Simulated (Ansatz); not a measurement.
# TiTe2 monolayer (2H): modes against uniaxial strain along the armchair direction, normal to a, with the width clamped, part 3 of 3

Aim: how do the optical modes of TiTe2 monolayer (2H) shift and split under this strain?

Ansatz 0.2.0; DFT PBE, scalar-relativistic, plane waves, PAW; PAW set soft_1.

So far, highest optical mode at the zone centre (no LO-TO term) (cm⁻¹): step 4 (modes at rest) 256; step 6 (strain -1 %) 259.

### 7. A member of the series: uniaxial strain of +5 % along the armchair direction, normal to a, with the width clamped (continued)

Step by step:

```tsv
step	energy less that of the first step (eV)	largest force component (eV/Å)
1	0.0000	0.0472
2	0.0004	0.0806
3	-0.0003	0.0078
4	-0.0003	0.0033
5	-0.0003	0.0000
```

Relaxation step 2 was tried and not accepted.

Forces are held to the 4 operations that the run works with; a distortion that breaks them can't arise in this run.

Final coordinates:

```xyz
3
Lattice="3.7479 0.0000 0.0000 -1.8739 3.4080 0.0000 0.0000 0.0000 31.0000" Properties=species:S:1:pos:R:3
Ti    0.0000    2.2896   10.0000
Te    1.8739    1.1272   11.7606
Te    1.8739    1.1272    8.2394
```

Numbers from this step:

| Quantity | Value |
| --- | --- |
| gap on the k-mesh | 0.1948 eV |
| area per atom | 4.258 Å² |

The largest force component left is 0.012 meV/Å.

### 8. Zone-centre modes of the member: uniaxial strain of +5 % along the armchair direction, normal to a, with the width clamped

The zone-centre modes follow for uniaxial strain of +5 % along the armchair direction, normal to a, with the width clamped.

Contents of input.yaml:

```yaml
crystal:
  lattice:
    - [3.7478685862, 0.0, 0.0]
    - [-1.8739342931, 3.4080368761, 0.0]
    - [0.0, 0.0, 31.0]
  atoms:
    - { symbol: Ti, position: [0.3359056123, 0.6718112245, 0.3225806452] }
    - { symbol: Te, position: [0.6653805272, 0.3307610543, 0.3793758064] }
    - { symbol: Te, position: [0.6653805272, 0.3307610543, 0.265785484] }
  periodic: [true, true, false]
kpoints:
  mp_grid: { grid: [12, 12, 1] }
hamiltonian:
  xc: pbe
  pseudopotentials: { kind: paw, azcp: { folder: soft_1 } }
scf:
  occupations: { method: gaussian, width: 0.01 }
output:
  eigenvalues: true
phonons:
  method: dfpt
```

Started as:

```bash
$ ansatz run input.yaml --threads 4 --pin off --max-ram 16384MiB --backend cpu --events-out ev --progress --plain --runs-dir out
```

Numbers of over 12 decimals in the logs are rounded to 6 here.

The program printed:

```text
[...]
Crystal: 3 atoms, lattice volume = 395.959 Å³
Basis set: ecut = 420 eV, 7775 PW (Γ), exchange–correlation on 54×54×432 points (8 copies of the dense FFT grid, shifted against one another)
Bands: 27, of which v1, the nominal top of the filled ones, is band 22 counted from 1 (21 counted from 0)
Symmetry: 4 space group operations
[...]
k-point 2: bands = [... 18 lower, -6.5837, -6.0122, -5.7907, -5.7141, -4.6885, -3.4123, -3.2956, -2.9393, ... 1 higher]
  k-point 42: bands = [... 18 lower, -7.8690, -7.3584, -7.2139, -5.8071, -4.9003, -3.6949, -3.5643, -3.1182, ... 1 higher]
[...]
ASR residual: 6.504e-5 → 0.000e0 eV/Å²; symmetrization residual: 4.574e-5 eV/Å²
[...]
ASR residual per site (eV/Å²): 6.50e-5 3.70e-5 2.41e-5
  Γ frequencies (cm⁻¹): 0.00 0.00 0.00 45.81 52.88 145.15 183.22 198.05 237.89
[...]
[key lines of the parts left out:]
SCF converged after 13 iterations
Free energy (F): -16461.495893 eV
Fermi energy:    -5.306808 eV
```

The job ended after 2.4 min (4 threads of Arm Neoverse V1, shared host; peak memory 1.8 GiB).

Numbers from this step:

```yaml
sum_rule_residual_before_enforcement: 6.50e-5 eV/Å²
highest_optical_mode_at_the_zone_centre_no_lo_to_term: 237.9 cm⁻¹
lowest_optical_zone_centre_mode: 45.81 cm⁻¹
```

Without the LO-TO term. Patterns of degenerate modes are one choice out of their space. The modes at Γ (shares of kinetic energy by element, %):

```tsv
mode	frequency (cm⁻¹)	symmetry	Ti %	Te %
1	0.0	acoustic	16	84
2	0.0	acoustic	16	84
3	0.0	acoustic	16	84
4	45.8	A2	0	100
5	52.9	B1	0	100
6	145.2	A1	1	99
7	183.2	B2	84	16
8	198.1	A1	84	16
9	237.9	B1	84	16
```

The lowest optical mode is real, 45.8 cm⁻¹, and the highest lies at 237.9 cm⁻¹.

Between step 4 and this run (strain 5 %) the value for the highest optical mode at the zone centre (no LO-TO term) moves from 256 cm⁻¹ to 238 cm⁻¹ (-7 %).

### 9. The series together

The members are set side by side, also those not shown above.

Energies are extrapolated to zero smearing, and E0 is that at rest; members with a gap under 0.05 eV are left out; the cell is clamped and the atoms are relaxed; all runs use 12×12×1 k points and Gaussian smearing of 0.01 eV. State of the crystal along the series:

```tsv
strain (%)	E - E0 (meV/atom)	gap on mesh (eV)
-1	0.7129	0.105
0	0	0.1818
1	0.6976	0.1829
2	2.763	0.1853
3	6.145	0.1876
4	10.79	0.1914
5	16.64	0.1948
```

Optical modes are counted from below at rest and tracked from member to member by their patterns, and modes that stay within 0.3 cm⁻¹ of each other stand once; labels, where given, are those at rest, then, where named, those of the strained cell; members with a gap under 0.05 eV are left out; the cell is clamped and the atoms are relaxed; all runs use 12×12×1 k points and Gaussian smearing of 0.01 eV. Optical modes along the series:

```tsv
strain (%)	optical mode 1 E'' to A2 single part (cm⁻¹)	optical mode 2 E'' single part (cm⁻¹)	optical mode 3 A1' to A1 (cm⁻¹)	optical mode 4 E' single part (cm⁻¹)	optical mode 5 E' to A1 single part (cm⁻¹)	optical mode 6 A2'' (cm⁻¹)
-1	58.93	56.98	147.5	187.4	179.5	258.9
0	57.06	57.06	147.2	187.1	187.1	255.8
1	55.09	56.79	146.9	186.6	191.9	252.4
2	53.02	56.21	146.5	185.9	194.9	248.9
3	50.78	55.38	146.1	185	196.8	245.3
4	48.41	54.25	145.7	184.2	197.8	241.7
5	45.81	52.88	145.2	183.2	198.1	237.9
```

Value and slope at zero strain of a cubic (a lower polynomial where under five rows exist) through the rows within 2 % of rest. Slopes at rest:

```tsv
mode	frequency (cm⁻¹)	shift per percent of strain (cm⁻¹)
optical mode 1 E'' to A2 single part	57.1	-1.92
optical mode 2 E'' single part	57.1	-0.09
optical mode 3 A1' to A1	147.2	-0.28
optical mode 4 E' single part	187.1	-0.43
optical mode 5 E' to A1 single part	187	6.24
optical mode 6 A2''	255.8	-3.25
```

### 10. Results

| Property | Result |
| --- | --- |
| members | 7 |
| highest optical mode at the zone centre (no LO-TO term), at rest | 255.8 cm⁻¹ |
| optical mode 3 A1' to A1, shift per percent | -0.28 cm⁻¹ |
| optical mode 4 E' single part, shift per percent | -0.43 cm⁻¹ |
| optical mode 5 E' to A1 single part, shift per percent | 6.24 cm⁻¹ |
| optical mode 6 A2'', shift per percent | -3.25 cm⁻¹ |

The strain lowers the symmetry: the level at 187.1 cm⁻¹ splits, into 183.2 and 198.1 cm⁻¹ at +5 %. Within 2 % of rest optical mode 2 E'' single part, optical mode 4 E' single part and optical mode 5 E' to A1 single part bend away from a straight line, so a single slope holds only near rest. The width is clamped, so the contraction across the strain that a free sheet shows is left out. At strain (%) -3 and -2 the gap on the mesh is under 0.05 eV, where mesh and smearing no longer suit, so these members are left out. These are harmonic frequencies at zero temperature: anharmonic shifts, linewidths and thermal expansion are left out. Spin-orbit coupling is left out, which can matter for the heavy elements here. The starting cell was built on a prototype and not taken from a measurement. Only the zone centre was solved, so an instability at another wavevector cannot show here. In a sheet the LO-TO splitting vanishes at the zone centre, so no such term is missing here.

[Logs are printed without paths, hosts, clocks, repeated set-up lines and the standing remarks that a program may print on its own settings, such as how far it seeks lower states.]

[Hosts, paths, dates, database ids (printed as entryN), source tags and the programs' standing remarks are cut or masked in the printed files.]
